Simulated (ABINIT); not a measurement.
# NaF (Villiaumite): a self-consistent loop beyond G0W0, cycle by cycle, part 2 of 2

How far does self-consistency move the gap of NaF (Villiaumite)?

ABINIT 10.8.3; PBEsol and many-body steps on it, plane waves. Known limits of the many-body steps: not at the basis limit; coarse k mesh.

So far. Step 10 (evGW, cycle 1): Against G0W0 in ABINIT (4×4×4 mesh, 38 bands, screening to 130.6 eV, Godby-Needs plasmon pole), the gap moves by +1.680 eV. Step 13 (evGW, cycle 2): Against the cycle before, the gap moves by +0.143 eV.

## 16. evGW, cycle 3

This step: evGW on PBEsol, plane waves, norm-conserving pseudopotentials.

run.abi

```
acell 3*1.0 Angstrom
rprim 
  -0.000000000000 2.320000000000 2.320000000000
  2.320000000000 -0.000000000000 2.320000000000
  2.320000000000 2.320000000000 -0.000000000000
ntypat 2
znucl 11 9
natom 2
typat 1 2
xred 
  0.000000000000 0.000000000000 0.000000000000
  0.500000000000 0.500000000000 0.500000000000
pp_dirpath "pseudos"
pseudos "Na.upf, F.upf"
ecut 38
ngkpt 4 4 4
nshiftk 1
shiftk 0 0 0
kptopt 1
chksymbreak 0
istwfk *1
occopt 1
irdwfk 1
optdriver 4
nband 38
gwcalctyp 10
ecutsigx 38
symsigma 1
nkptgw 8
kptgw 
  0.0000000000 0.0000000000 0.0000000000
  0.2500000000 0.0000000000 0.0000000000
  0.5000000000 0.0000000000 0.0000000000
  0.2500000000 0.2500000000 0.0000000000
  0.5000000000 0.2500000000 0.0000000000
  -0.2500000000 0.2500000000 0.0000000000
  0.5000000000 0.5000000000 0.0000000000
  -0.2500000000 0.5000000000 0.2500000000
bdgw 
  1 15
  1 15
  1 15
  1 15
  1 15
  1 15
  1 15
  1 15
ecuteps 4.8
irdscr 1
ppmodel 1
irdqps 1
indata_prefix "in"
outdata_prefix "out"
tmpdata_prefix "tmp"
```

On the command line:

```
> OMP_NUM_THREADS=1 mpirun -n 4 abinit run.abi > log
```

Elapsed: 12 s, on 4 MPI ranks of Arm Neoverse V2, shared host; peak memory 0.78 GiB; 49 s of CPU time.

This step gave:

* quasiparticle gap on the mesh: 12.31 eV
* gap of the density functional on the mesh: 6.181 eV
* k of the valence top: 0, 0, 0
* k of the conduction bottom: 0, 0, 0
* least direct quasiparticle gap on the computed points: 12.31 eV

Against the cycle before, the gap moves by +0.018 eV.

## 17. Screening, 4×4×4 mesh, 38 bands, screening to 130.6 eV

This step: RPA screening on PBEsol, plane waves, norm-conserving pseudopotentials.

run.abi

```
acell 3*1.0 Angstrom
rprim 
  -0.000000000000 2.320000000000 2.320000000000
  2.320000000000 -0.000000000000 2.320000000000
  2.320000000000 2.320000000000 -0.000000000000
ntypat 2
znucl 11 9
natom 2
typat 1 2
xred 
  0.000000000000 0.000000000000 0.000000000000
  0.500000000000 0.500000000000 0.500000000000
pp_dirpath "pseudos"
pseudos "Na.upf, F.upf"
ecut 38
ngkpt 4 4 4
nshiftk 1
shiftk 0 0 0
kptopt 1
chksymbreak 0
istwfk *1
occopt 1
irdwfk 1
optdriver 3
nband 38
ecuteps 4.8
inclvkb 2
awtr 1
symchi 1
gwcalctyp 10
mbpt_sciss 6.617 eV
nqptdm 1
qptdm 
  0 0 0
indata_prefix "in"
outdata_prefix "out"
tmpdata_prefix "tmp"
```

Elapsed: 2.1 s, on 4 MPI ranks; peak memory 0.1 GiB; 8.1 s of CPU time.

This step gave:

* ε∞ with local fields, on this mesh, along the program's q direction: 1.574
* the same without local fields: 1.624
* plasma frequency: 29.72 eV
* plane waves in the screening matrix: 65

This screening uses the functional's bands under a rigid shift, the mean opening of the cycle before.

## 18. Screening, 4×4×4 mesh, 38 bands, screening to 130.6 eV

This step: RPA screening on PBEsol from quasiparticle energies, plane waves, norm-conserving pseudopotentials.

run.abi, as its differences from that of step 17:

```diff
@@ -29,7 +29,13 @@
 symchi 1
+irdqps 1
 gwcalctyp 10
-mbpt_sciss 6.617 eV
-nqptdm 1
+nqptdm 7
 qptdm 
-  0 0 0
+  0.2500000000 0.0000000000 0.0000000000
+  0.5000000000 0.0000000000 0.0000000000
+  0.2500000000 0.2500000000 0.0000000000
+  0.5000000000 0.2500000000 0.0000000000
+  -0.2500000000 0.2500000000 0.0000000000
+  0.5000000000 0.5000000000 0.0000000000
+  -0.2500000000 0.5000000000 0.2500000000
 indata_prefix "in"
```

mrgscr.stdin

```
2
merged
q0_SCR
out_SCR
1
```

On the command line:

```
> OMP_NUM_THREADS=1 mpirun -n 4 abinit run.abi > log; mrgscr < mrgscr.stdin
```

The job ended after 4 s (4 MPI ranks; peak memory 0.38 GiB; 15 s of CPU time).

Numbers from this step:

```
plasma frequency                    : 29.72 eV
plane waves in the screening matrix : 65
```

This screening reads the quasiparticle levels of the cycle before.

## 19. evGW, cycle 4

This step: evGW on PBEsol, plane waves, norm-conserving pseudopotentials.

run.abi, as its differences from that of step 18:

```diff
@@ -23,12 +23,10 @@
 irdwfk 1
-optdriver 3
+optdriver 4
 nband 38
-ecuteps 4.8
-inclvkb 2
-awtr 1
-symchi 1
-irdqps 1
 gwcalctyp 10
-nqptdm 7
-qptdm 
+ecutsigx 38
+symsigma 1
+nkptgw 8
+kptgw 
+  0.0000000000 0.0000000000 0.0000000000
   0.2500000000 0.0000000000 0.0000000000
@@ -40,2 +38,15 @@
   -0.2500000000 0.5000000000 0.2500000000
+bdgw 
+  1 15
+  1 15
+  1 15
+  1 15
+  1 15
+  1 15
+  1 15
+  1 15
+ecuteps 4.8
+irdscr 1
+ppmodel 1
+irdqps 1
 indata_prefix "in"
```

On the command line:

```
> OMP_NUM_THREADS=1 mpirun -n 4 abinit run.abi > log
```

Elapsed: 13 s, on 4 MPI ranks; peak memory 0.78 GiB.

Numbers from this step:

* quasiparticle gap on the mesh: 12.31 eV
* gap of the density functional on the mesh: 6.181 eV
* k of the valence top: 0, 0, 0
* k of the conduction bottom: 0, 0, 0
* least direct quasiparticle gap on the computed points: 12.31 eV

Against the cycle before, the gap moves by +0.002 eV.

## 20. Side by side

Times are wall times on 4 MPI ranks of Arm Neoverse V2, shared host, good to a factor of about two. A run's time includes the screening step that it read.

```csv
run,mesh,bands,screening cutoff (eV),DFT gap (eV),gap on the mesh (eV),direct (eV),ε∞ used,time
G0W0,4×4×4,38,130.6,6.181,10.466,10.466,1.81,6.4 s
"evGW0, cycle 1",4×4×4,38,130.6,6.181,11.200,11.200,1.81,17 s
"evGW0, cycle 2",4×4×4,38,130.6,6.181,11.127,11.127,1.81,17 s
"evGW0, cycle 3",4×4×4,38,130.6,6.181,11.123,11.123,1.81,17 s
"evGW, cycle 1",4×4×4,38,130.6,6.181,12.146,12.146,1.61,19 s
"evGW, cycle 2",4×4×4,38,130.6,6.181,12.289,12.289,1.58,19 s
"evGW, cycle 3",4×4×4,38,130.6,6.181,12.307,12.307,1.57,18 s
"evGW, cycle 4",4×4×4,38,130.6,6.181,12.309,12.309,1.57,19 s
```

## 21. Summary of results

- G0W0: 10.466 eV
- evGW0, cycle 1: 11.200 eV
- evGW0, cycle 2: 11.127 eV
- evGW0, cycle 3: 11.123 eV
- evGW, cycle 1: 12.146 eV
- evGW, cycle 2: 12.289 eV
- evGW, cycle 3: 12.307 eV
- evGW, cycle 4: 12.309 eV
- known limits: not at the basis limit; coarse k mesh

In words: Only the bands that the input lists are updated; the others, empty or deep, keep the functional's energies or take a rigid shift. The evGW loop starts from the last levels of evGW0, so its cycles and time come on top of those. evGW0 ends at 11.12 eV, +0.66 eV from G0W0, after 3 cycles that took 38 s beside the first screening; the last moved the gap by 0.004 eV. evGW ends at 12.31 eV, +1.84 eV from G0W0, after 4 cycles that took 75 s beside the first screening; the last moved the gap by 0.002 eV. The first cycle of evGW0 takes the full correction, without the factor Z, so it overshoots the one-shot value. Bands and cutoff are finite, so the gap is not at the basis limit. The miss can reach some tenths of an eV and take either sign; the mesh is an error of its own. The 4×4×4 mesh is coarse for this cell, which bears on the long-range parts of exchange and screening. In the updated screening the q = 0 part is built from Kohn-Sham bands under a rigid shift, the other q from the quasiparticle levels.

[Paths, hosts, dates, memory and timing lines, banners, echoed tables and standing remarks are left out of the program output.]

[Logs are printed without paths, hosts, clocks, repeated set-up lines and the standing remarks that a program may print on its own settings, such as how far it seeks lower states.]

[Runs of the session that timed out or met a known fault of the program may be left out.]

[Hosts, paths, dates, database ids (printed as entryN), source tags and the programs' standing remarks are cut or masked in the printed files.]

[G0W0 gaps are taken among the corrected bands and points alone; a level outside them can change the order at an edge.]

[Where Ansatz stands beside ABINIT at settings called matched, ABINIT's density can come from a denser mesh and the files from another edition; pairs whose starting gaps differed by over 0.03 eV were left out, so agreement reads better than it is.]
